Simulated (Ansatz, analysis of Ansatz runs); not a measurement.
## Local vibrational mode of the bond-centred H+ along c in ZnO (HSE06)

Subject: bond-centred H+ along c in ZnO. Wanted: its local vibrational mode, in one set-up (HSE06, 32-site cell, PBE lattice, 420 eV, k: the zone centre alone). The model is a cell of 32 host atoms with 1 H put in. The frequencies come from force constants among the defect atom and its neighbours, with the masses of the isotopes named. Exact exchange opens the gap, stiffens bonds and lessens the self-interaction error, at many times the cost.

**The experiment.** O-H stretch, 1H: 3611.3 cm⁻¹ at 10 K, by IR absorption (quoted in “Hydrogen and Related Defects in Oxide Semiconductors”, 2012, M. C. Tarun, 2012 (Ph.D. dissertation, Washington State University), quoting earlier work (2002)). O-D stretch, 2H: 2668 cm⁻¹ at 9 K, by FTIR absorption (quoted in “Hydrogen-related defects in hydrothermally grown ZnO studied by Fourier Transform Infrared Spectroscopy”, 2010, Halvard Haug, quoting earlier work (2005)).

Method: plane-wave PAW DFT, HSE06; relaxation of all atoms of a defect supercell, in Ansatz 0.2.0.

## (1) The structure

The cell holds 33 atoms: 16 Zn, 16 O and 1 H. Its edges and angles: a = 6.559 Å, b = 6.559 Å, c = 10.587 Å, α = 90.0°, β = 90.0°, γ = 120.0°. It derives from ZnO (space group P6_3mc). Nearest the centre at fractional (0.667, 0.333, 0.368): H33 at 0.00 Å, O20 at 1.00 Å, Zn17 at 1.70 Å, Zn18 at 2.35 Å, Zn2 at 2.35 Å, Zn26 at 2.35 Å, O19 at 2.68 Å, O3 at 2.68 Å. The cell carries charge +1.

The host's primitive cell comes from a first run (plane-wave PAW DFT, PBE; relaxation of the host's cell and atoms): vectors of 3.280, 3.280 and 5.293 Å. That is 12.33 Å³ an atom, 3.6 % over the diffraction cell's volume. The supercell is built on it.

## (2) Relaxation, charge +1

Every later number rests on the structure around the defect, so the atoms are relaxed at the host's lattice first.

Contents of relax/input.yaml:

```yaml
relax:
  f_tol: 0.01
  max_steps: 80
  random_displacement: { amplitude: 0.02, seed: 552 }
crystal:
  lattice:
    - [6.55903995, 0.0, 0.0]
    - [-3.27951997, 5.68029522, 0.0]
    - [0.0, 0.0, 10.58650209]
  atoms:
    - { symbol: Zn, position: [0.166666667, 0.333333333, 0.249983552] }
    - { symbol: Zn, position: [0.333333333, 0.166666667, 0.499983552] }
    - { symbol: O, position: [0.333333333, 0.166666667, 0.189521448] }
    - { symbol: O, position: [0.166666667, 0.333333333, 0.439521448] }
    - { symbol: Zn, position: [0.166666667, 0.333333333, 0.749983552] }
    - { symbol: Zn, position: [0.333333333, 0.166666667, 0.999983552] }
    - { symbol: O, position: [0.333333333, 0.166666667, 0.689521448] }
    - { symbol: O, position: [0.166666667, 0.333333333, 0.939521448] }
    - { symbol: Zn, position: [0.166666667, 0.833333333, 0.249983552] }
    - { symbol: Zn, position: [0.333333333, 0.666666667, 0.499983552] }
    - { symbol: O, position: [0.333333333, 0.666666667, 0.189521448] }
    - { symbol: O, position: [0.166666667, 0.833333333, 0.439521448] }
    - { symbol: Zn, position: [0.166666667, 0.833333333, 0.749983552] }
    - { symbol: Zn, position: [0.333333333, 0.666666667, 0.999983552] }
    - { symbol: O, position: [0.333333333, 0.666666667, 0.689521448] }
    - { symbol: O, position: [0.166666667, 0.833333333, 0.939521448] }
    - { symbol: Zn, position: [0.666666667, 0.333333333, 0.207476594] }
    - { symbol: Zn, position: [0.833333333, 0.166666667, 0.499983552] }
    - { symbol: O, position: [0.833333333, 0.166666667, 0.189521448] }
    - { symbol: O, position: [0.666666667, 0.333333333, 0.463136425] }
    - { symbol: Zn, position: [0.666666667, 0.333333333, 0.749983552] }
    - { symbol: Zn, position: [0.833333333, 0.166666667, 0.999983552] }
    - { symbol: O, position: [0.833333333, 0.166666667, 0.689521448] }
    - { symbol: O, position: [0.666666667, 0.333333333, 0.939521448] }
    - { symbol: Zn, position: [0.666666667, 0.833333333, 0.249983552] }
    - { symbol: Zn, position: [0.833333333, 0.666666667, 0.499983552] }
    - { symbol: O, position: [0.833333333, 0.666666667, 0.189521448] }
    - { symbol: O, position: [0.666666667, 0.833333333, 0.439521448] }
    - { symbol: Zn, position: [0.666666667, 0.833333333, 0.749983552] }
    - { symbol: Zn, position: [0.833333333, 0.666666667, 0.999983552] }
    - { symbol: O, position: [0.833333333, 0.666666667, 0.689521448] }
    - { symbol: O, position: [0.666666667, 0.833333333, 0.939521448] }
    - { symbol: H, position: [0.666667, 0.333333, 0.368429] }
total_charge: 1
basis:
  ecutwfc: 420
  xc_grid: 2
hamiltonian:
  xc: hse06
kpoints:
  mp_grid: { grid: [1, 1, 1] }
scf:
  occupations: { method: fermi_dirac, width: 0.01 }
  max_iter: 120
output:
  forces: true
checkpoint:
  write: "../relax.run"
  compress: false
  write_wavefunctions: true
  write_every: 100000
```

On the command line:

```bash
> ansatz run input.yaml --threads 2 --pin off --max-ram 3768MiB --backend cpu --events-out ev --progress --plain --runs-dir out
```

Numbers of over 12 decimals in the logs are rounded to 6 here.

What it wrote:

```text
[... repeated set-up lines and file paths are left out, and long positions are rounded to six places ...]
exact exchange: scf.exx.singularity resolves to wigner_seitz, which cuts the screened interaction at the faces of the exchange supercell's Wigner-Seitz cell, so that each pair interacts once, at the shortest of its separations (the periodic images that this [...]
Engine: ansatz 0.2.0, x86_64-unknown-linux-gnu
Pseudopotentials: kind: paw
Pseudopotential: Zn, paw, valence charge 12, recommended cutoff 420 eV (normal), Zn.paw.azcp
Pseudopotential: O, paw, valence charge 6, recommended cutoff 420 eV (normal), O.paw.azcp
Pseudopotential: H, paw, valence charge 1, recommended cutoff 420 eV (normal), H.paw.azcp
Functional definition: HSE06
  parameter a = 0.25
  parameter omega = 0.11/bohr
  exchange = pbe_x - a*pbe_x_sr(omega) + a*exact_x_sr(omega)
  correlation = pbe_c
Crystal: 33 atoms, lattice volume = 394.424 Å³
Basis set: ecut = 420 eV, 7607 PW (Γ), exchange–correlation on 90×90×144 points (8 copies of the dense FFT grid, shifted against one another)
Bands: 177, of which v1, the nominal top of the filled ones, is band 144 counted from 1 (143 counted from 0)
Symmetry: 1 space group operations
k-points: 1
Non-local potential: Zn, projectors of the file, l = 0: 2, l = 1: 2, l = 2: 3, l = 3: 1
Non-local potential: O, projectors of the file, l = 0: 2, l = 1: 2, l = 2: 1
Non-local potential: H, projectors of the file, l = 0: 2, l = 1: 1
PAW form: soft (Blöchl's): semilocal exchange-correlation on the pseudo side does not see the compensation charge
PAW frozen core: Zn, regenerated for the run's functional, and the local potential with it (the file was generated under x = pbe(κ = 0.804, μ = 0.219515), c = pbe(β = 0.066725))
PAW frozen core: O, regenerated for the run's functional, and the local potential with it (the file was generated under x = pbe(κ = 0.804, μ = 0.219515), c = pbe(β = 0.066725))
PAW one-centre angular grid: Zn, 590 points (default); XC on 64 Gauss nodes
PAW one-centre angular grid: O, 110 points (default); XC on 96 Gauss nodes
PAW one-centre angular grid: H, 110 points (default); XC on 64 Gauss nodes
Initial density: superposition of atomic densities (neutral atoms scaled as one to the charged cell's electrons: chi_scale 0, normalization atom), corrected by the library's trained network
Initial wavefunctions: pseudopotential atomic-orbital guess
Functional: x = pbe(κ = 0.804, μ = 0.219515), c = pbe(β = 0.066725), warm-up for x = pbe(κ = 0.804, μ = 0.219515) + 0.25 (exact − pbe) at short range (hse, ω = 0.207870 Å⁻¹), c = pbe(β = 0.066725); [...]
SCF iter   1: F=—  HF=-62206.769520 eV  |F-HF|=—  |Δ(HF+E_count)|=         —  Δρ=2.62e-2  dr2=1.80e0  ethr=1.77e-3  ⟨swp⟩=20.0  Hψ=832  notcnv=1
preconditioner: auto → none  [insulator: Δε(μ)=0.630 eV  Ē_g=12.489 eV  σ=0.010 eV  W_gap=1.00  n_scr=110 (ndim 8)  ℏωp=31.7 eV  f_vac=0.039  D(μ)=0.00/eV (n_scr^D=0)]
SCF iter   2: F=—  HF=-62206.305236 eV  |F-HF|=—  |Δ(HF+E_count)|=   4.64e-1  Δρ=1.13e-2  dr2=2.97e-1  ethr=6.25e-4  ⟨swp⟩=6.0  Hψ=544  notcnv=0
iter 3 solved again at ethr=9.35e-6 eV; its pass at ethr=1.03e-4 eV (dr2=2.69e-2 eV) is discarded
SCF iter   3: F=—  HF=-62206.200296 eV  |F-HF|=—  |Δ(HF+E_count)|=   1.05e-1  Δρ=3.46e-3  dr2=2.69e-2  ethr=9.35e-6  ⟨swp⟩=2.0  Hψ=870  notcnv=0
SCF iter   4: F=—  HF=-62206.203223 eV  |F-HF|=—  |Δ(HF+E_count)|=   2.93e-3  Δρ=2.19e-3  dr2=2.17e-2  ethr=9.35e-6  ⟨swp⟩=6.0  Hψ=549  notcnv=0
SCF iter   5: F=—  HF=-62206.199615 eV  |F-HF|=—  |Δ(HF+E_count)|=   3.61e-3  Δρ=5.58e-4  dr2=7.01e-4  ethr=7.52e-6  ⟨swp⟩=6.0  Hψ=449  notcnv=0
SCF iter   6: F=—  HF=-62206.200667 eV  |F-HF|=—  |Δ(HF+E_count)|=   1.05e-3  Δρ=5.59e-4  dr2=1.06e-3  ethr=2.43e-7  ⟨swp⟩=4.0  Hψ=537  notcnv=0
SCF iter   7: F=—  HF=-62206.200570 eV  |F-HF|=—  |Δ(HF+E_count)|=   9.73e-5  Δρ=7.95e-5  dr2=2.26e-5  ethr=2.43e-7  ⟨swp⟩=3.0  Hψ=395  notcnv=0
SCF iter   8: F=—  HF=-62206.200571 eV  |F-HF|=—  |Δ(HF+E_count)|=   8.37e-7  Δρ=3.72e-5  dr2=4.72e-6  ethr=7.83e-9  ⟨swp⟩=3.0  Hψ=450  notcnv=0
SCF iter   9: F=—  HF=-62206.200570 eV  |F-HF|=—  |Δ(HF+E_count)|=   8.14e-7  Δρ=1.70e-5  dr2=7.75e-7  ethr=1.64e-9  ⟨swp⟩=3.0  Hψ=371  notcnv=0
SCF iter  10: F=—  HF=-62206.200570 eV  |F-HF|=—  |Δ(HF+E_count)|=   1.49e-8  Δρ=8.18e-6  dr2=1.99e-7  ethr=2.69e-10  ⟨swp⟩=3.0  Hψ=395  notcnv=0
SCF iter  11: F=-62206.200570 eV  HF=-62206.200570 eV  |F-HF|=1.71e-8  |Δ(HF+E_count)|=   1.19e-8  Δρ=2.63e-6  dr2=2.51e-8  ethr=6.91e-11  ⟨swp⟩=3.0  Hψ=417  notcnv=0
SCF 1 converged in 11 iterations: F = -62206.200570 eV  dr2 = 2.51e-8
  greatest PAW one-centre occupation: 0.988 electrons in one spin orbital (limit 2), on the Zn atom at site 17 (counted from 0), in its partial waves of l = 2
Initial density: handed on by an earlier stage of this run
Initial wavefunctions: those handed on with the density
Functional: x = pbe(κ = 0.804, μ = 0.219515) + 0.25 (exact − pbe) at short range (hse, ω = 0.207870 Å⁻¹), c = pbe(β = 0.066725); HSE06 as pw.x's `hse` composes it (authors' and Libxc's form: `xc: wpbeh`)
Exchange kernel: α = 0.2500, screened, ω = 0.2079 Å⁻¹, Wigner–Seitz truncation, v(0) = 690.4258 eV·Å³, q-mesh 1×1×1, nearest image of the exchange supercell L = 6.56 Å, pair-density grid 32×32×50, without the augmentation charges, whose exchange is taken in [...]
Frozen-core exchange: fock
iter 1 solved again at ethr=3.93e-4 eV; its pass at ethr=1.00e-1 eV (dr2=1.13e0 eV) is discarded
SCF iter   1: F=—  HF=-62204.605241 eV  |F-HF|=—  |Δ(HF+E_count)|=         —  Δρ=2.62e-2  dr2=1.51e0  ethr=3.93e-4  ⟨swp⟩=4.0  Hψ=854  notcnv=0
SCF iter   2: F=—  HF=-62204.141087 eV  |F-HF|=—  |Δ(HF+E_count)|=   4.64e-1  Δρ=4.75e-3  dr2=7.19e-2  ethr=3.93e-4  ⟨swp⟩=5.0  Hψ=597  notcnv=0
SCF iter   3: F=—  HF=-62204.254636 eV  |F-HF|=—  |Δ(HF+E_count)|=   1.14e-1  Δρ=5.76e-3  dr2=6.49e-2  ethr=1.81e-5  ⟨swp⟩=5.0  Hψ=657  notcnv=0
SCF iter   4: F=—  HF=-62204.243993 eV  |F-HF|=—  |Δ(HF+E_count)|=   1.06e-2  Δρ=2.44e-3  dr2=1.48e-2  ethr=1.81e-5  ⟨swp⟩=3.0  Hψ=355  notcnv=0
SCF iter   5: F=—  HF=-62204.243994 eV  |F-HF|=—  |Δ(HF+E_count)|=   7.20e-7  Δρ=8.83e-4  dr2=3.69e-3  ethr=3.33e-6  ⟨swp⟩=4.0  Hψ=498  notcnv=0
SCF iter   6: F=—  HF=-62204.254826 eV  |F-HF|=—  |Δ(HF+E_count)|=   1.08e-2  Δρ=7.37e-4  dr2=1.38e-3  ethr=8.76e-7  ⟨swp⟩=5.0  Hψ=604  notcnv=0
SCF iter   7: F=-62204.254067 eV  HF=-62204.254100 eV  |F-HF|=3.31e-5  |Δ(HF+E_count)|=   7.26e-4  Δρ=9.85e-5  dr2=4.89e-5  ethr=4.58e-7  ⟨swp⟩=4.0  Hψ=481  notcnv=0
SCF 2 stopped early in 7 iterations: F = -62204.254067 eV  dr2 = 4.89e-5
[...]
SCF iter   5: F=—  HF=-62205.357321 eV  |F-HF|=—  |Δ(HF+E_count)|=   2.36e-7  Δρ=3.52e-6  dr2=4.11e-8  ethr=1.74e-11  ⟨swp⟩=4.0  Hψ=497  notcnv=0
SCF iter   6: F=—  HF=-62205.357321 eV  |F-HF|=—  |Δ(HF+E_count)|=   1.33e-8  Δρ=4.93e-7  dr2=1.90e-9  ethr=1.33e-11  ⟨swp⟩=3.0  Hψ=364  notcnv=0
SCF iter   7: F=—  HF=-62205.357321 eV  |F-HF|=—  |Δ(HF+E_count)|=   8.01e-9  Δρ=7.38e-7  dr2=1.87e-9  ethr=1.81e-12 (applied; sched 1.00e-12)  ⟨swp⟩=3.0  Hψ=447  notcnv=0
SCF iter   8: F=-62205.357321 eV  HF=-62205.357321 eV  |F-HF|=2.91e-11  |Δ(HF+E_count)|=  5.53e-10  Δρ=1.59e-7  dr2=1.03e-10  ethr=1.41e-12 (applied; sched 1.00e-12)  ⟨swp⟩=3.0  Hψ=348  notcnv=0
SCF 20 converged in 8 iterations: F = -62205.357321 eV  dr2 = 1.03e-10
  Residual-converged pass: ⟨swp⟩=3.0  Hψ=465  notcnv=0  max |occ|·‖R‖ = 1.8e-7 eV (tolerance 1.8e-7 eV)  dr2=1.19e-10  dr2_onsite=1.46e-11  max |Δocc| = 0.0e0
hybrid outer 2: dexx = +1.133e-5 eV, tail = 1.34e-7 eV, Δε = 9.45e-4 eV (about 2.77e-5 eV left of the loop's levels), ΔF = 3.38e-2 eV/Å (tail 3.45e-2)
SCF iter   1: F=—  HF=-62205.357320 eV  |F-HF|=—  |Δ(HF+E_count)|=         —  Δρ=1.83e-6  dr2=1.72e-8  ethr=2.33e-10  ⟨swp⟩=11.0  Hψ=542  notcnv=0
SCF iter   2: F=—  HF=-62205.357320 eV  |F-HF|=—  |Δ(HF+E_count)|=   6.00e-9  Δρ=5.26e-7  dr2=1.55e-9  ethr=5.12e-12  ⟨swp⟩=3.0  Hψ=398  notcnv=0
SCF iter   3: F=-62205.357320 eV  HF=-62205.357320 eV  |F-HF|=2.04e-10  |Δ(HF+E_count)|=   6.85e-9  Δρ=3.01e-7  dr2=3.23e-10  ethr=1.74e-12 (applied; sched 1.00e-12)  ⟨swp⟩=3.0  Hψ=431  notcnv=0
SCF 21 converged in 3 iterations: F = -62205.357320 eV  dr2 = 3.23e-10
  Residual-converged pass: ⟨swp⟩=3.0  Hψ=402  notcnv=0  max |occ|·‖R‖ = 3.1e-7 eV (tolerance 6.3e-7 eV)  dr2=3.27e-10  dr2_onsite=2.17e-11  max |Δocc| = 0.0e0
hybrid outer 3: dexx = +5.377e-9 eV, tail = 8.96e-10 eV, Δε = 1.21e-5 eV (about 9.13e-7 eV left of the loop's levels), ΔF = 4.92e-3 eV/Å (tail 9.58e-4)
relax step   7: F+E_penalty+E_count = -62205.35732019 eV  Δ(F+E_penalty+E_count) = -7.515e-4 eV  max|allowed force component| = 8.542e-3 eV/Å  Δτ_max = 0.0110 Å  (18 SCF iters, accepted)
hybrid SCF converged: 3 outer / 18 inner (+0 warm-up), last move |dexx| = 5.38e-9 eV, tail = 8.96e-10 eV
Stability not checked: this state was not tested for a lower state beside it, because the functional holds exact exchange (a hybrid, or Hartree-Fock), whose exchange loop this test does not read (fock_operator; see scf.lower_state_search)
Free energy (F): -62205.357320 eV
Harris-Foulkes:  -62205.357320 eV  (|F-HF|=2.04e-10)
Internal energy: -62205.357320 eV  (E = F + TS)
E sigma→0 (E₀):  -62205.357320 eV
Fermi energy:    6.861000 eV
--- Per-component energies (eV) ---
  E_band       = -158.568548
  E_kinetic    = 4914.045908
  E_local      = -33046.949969  (includes V_loc(G=0)·N_el)
  E_nonlocal   = 10734.138844
  E_hartree    = 13696.913185
  E_xc         = -2668.551014
  E_vxc        = -1840.448396  (∫ρ·V_xc dr)
  E_exx        = -982.775438  (= α·E_x^exact, valence–valence)
  E_paw        = -31610.590356  (= ΣΔE_a)
  E_vpaw       = -6347.662749  (= ΣTr[D̂ρ^β])
  E_aug_tail   = 0.032337  (compensation charges beyond the density's cutoff)
  E_ewald      = -23251.444925
  E_core_change = 9.824110  (= ΣΔE_core)
  E_smearing   = -0.000000  (= −TS)
  E_closure    = -0.000001  (closes the sum)
  E_deformation_potential = 13.654253  (in the stress; not in F)
  Σ components = -62205.357320   (vs F -62205.357320, Δ=-7.28e-12)
--- Forces (eV/Å), atoms counted from 1 ---
  atom   1  Zn     0.00030636    -0.00263074    -0.00478687
  atom   2  Zn     0.00301430     0.00178444    -0.00529986
  atom   3  O      0.00182464     0.00070934    -0.00014758
  atom   4  O     -0.00011088    -0.00004058     0.00558261
  atom   5  Zn    -0.00024322     0.00211855     0.00434349
  atom   6  Zn    -0.00156079    -0.00074331     0.00819313
  atom   7  O      0.00252176     0.00140552    -0.00156478
  atom   8  O     -0.00023031    -0.00029623    -0.00571526
  atom   9  Zn    -0.00249231     0.00155408    -0.00490910
  atom  10  Zn    -0.00001574    -0.00046380    -0.00368158
  atom  11  O     -0.00009042    -0.00009763     0.00095721
  atom  12  O     -0.00026433     0.00040441     0.00509164
  atom  13  Zn     0.00172038    -0.00145430     0.00444584
  atom  14  Zn     0.00028394     0.00031405     0.00168471
  atom  15  O      0.00016988     0.00003550    -0.00196065
  atom  16  O     -0.00029253     0.00012912    -0.00510745
  atom  17  Zn    -0.00035686    -0.00042550    -0.00215343
  atom  18  Zn    -0.00275278     0.00161715    -0.00515808
  atom  19  O     -0.00207904     0.00120283     0.00007996
  atom  20  O     -0.00036691    -0.00021627     0.00070285
  atom  21  Zn     0.00041433     0.00006213     0.00032912
  atom  22  Zn     0.00122944    -0.00058823     0.00804368
  atom  23  O     -0.00182185     0.00090942    -0.00143624
  atom  24  O      0.00006481     0.00017351    -0.00646186
  atom  25  Zn     0.00238648     0.00134245    -0.00456051
  atom  26  Zn     0.00008897    -0.00300686    -0.00525291
  atom  27  O      0.00015178    -0.00177267    -0.00022056
  atom  28  O      0.00001649    -0.00000503     0.00545714
  atom  29  Zn    -0.00203678    -0.00089698     0.00384007
  atom  30  Zn     0.00028843     0.00143006     0.00795973
  atom  31  O     -0.00022652    -0.00217920    -0.00171267
  atom  32  O      0.00019703    -0.00012779    -0.00525437
  atom  33  H      0.00025356    -0.00023811     0.00853803
  max |Σ_I F_I| component: 1.35e-4 eV/Å
--- Band table (eV) ---
  k-point 0: bands = ["-15.5576", "-13.5073", "-13.1573", "-13.1188", [... 152 left out ...] "13.3747", "13.9227", "14.3816", "14.3820"]
  guard bands above this table: 17 of the run's 177 bands. The solve was not asked for them (output.publish_guard_bands: true or output.eigenvalues: true publishes all)
--- Relaxed structure (7 steps of the walk, 7 accepted, 0 SCFs on fresh bases) ---
  F+E_penalty+E_count = -62205.35732019 eV   max|allowed force component| = 8.542e-3 eV/Å
  atoms:
    - { symbol: Zn, position: [0.165854, 0.332477, 0.251127] }
    - { symbol: Zn, position: [0.314524, 0.157344, 0.510785] }
    - { symbol: O, position: [0.327436, 0.163772, 0.183263] }
    - { symbol: O, position: [0.164289, 0.329414, 0.439233] }
    - { symbol: Zn, position: [0.169219, 0.339291, 0.750206] }
    - { symbol: Zn, position: [0.315838, 0.157972, 0.992811] }
    - { symbol: O, position: [0.334410, 0.167283, 0.695770] }
    - { symbol: O, position: [0.168687, 0.338136, 0.936106] }
    - { symbol: Zn, position: [0.165847, 0.833487, 0.251143] }
    - { symbol: Zn, position: [0.332846, 0.666505, 0.497952] }
    - { symbol: O, position: [0.332844, 0.666488, 0.192563] }
    - { symbol: O, position: [0.164283, 0.835023, 0.439252] }
    - { symbol: Zn, position: [0.169236, 0.830092, 0.750213] }
    - { symbol: Zn, position: [0.332824, 0.666474, 1.004979] }
    - { symbol: O, position: [0.332835, 0.666494, 0.683638] }
    - { symbol: O, position: [0.168660, 0.830654, 0.936112] }
    - { symbol: Zn, position: [0.666228, 0.333130, 0.170491] }
    - { symbol: Zn, position: [0.841950, 0.157387, 0.510751] }
    - { symbol: O, position: [0.835608, 0.163727, 0.183221] }
    - { symbol: O, position: [0.666137, 0.333191, 0.465236] }
    - { symbol: Zn, position: [0.666141, 0.333150, 0.758190] }
    - { symbol: Zn, position: [0.841364, 0.157963, 0.992783] }
    - { symbol: O, position: [0.832016, 0.167306, 0.695747] }
    - { symbol: O, position: [0.666180, 0.333141, 0.955707] }
    - { symbol: Zn, position: [0.666853, 0.833476, 0.251124] }
    - { symbol: Zn, position: [0.841964, 0.684780, 0.510794] }
    - { symbol: O, position: [0.835570, 0.671912, 0.183256] }
    - { symbol: O, position: [0.669926, 0.835048, 0.439233] }
    - { symbol: Zn, position: [0.660039, 0.830101, 0.750209] }
    - { symbol: Zn, position: [0.841337, 0.683496, 0.992805] }
    - { symbol: O, position: [0.832029, 0.664883, 0.695779] }
    - { symbol: O, position: [0.661176, 0.830648, 0.936103] }
    - { symbol: H, position: [0.666044, 0.333288, 0.374744] }
```

It took 92 s on 2 threads of AMD EPYC 9R45, shared host; peak memory 0.94 GiB.

(Continued in part 2 of 2.)

[Logs are printed without paths, hosts, clocks, repeated set-up lines and the standing remarks that a program may print on its own settings, such as how far it seeks lower states.]

[Hosts, paths, dates, database ids (printed as entryN), source tags and the programs' standing remarks are cut or masked in the printed files.]

[For some hosts the program warned that the k-mesh of the response run may be too coarse for force constants and the static dielectric constant; such warnings are not shown here.]
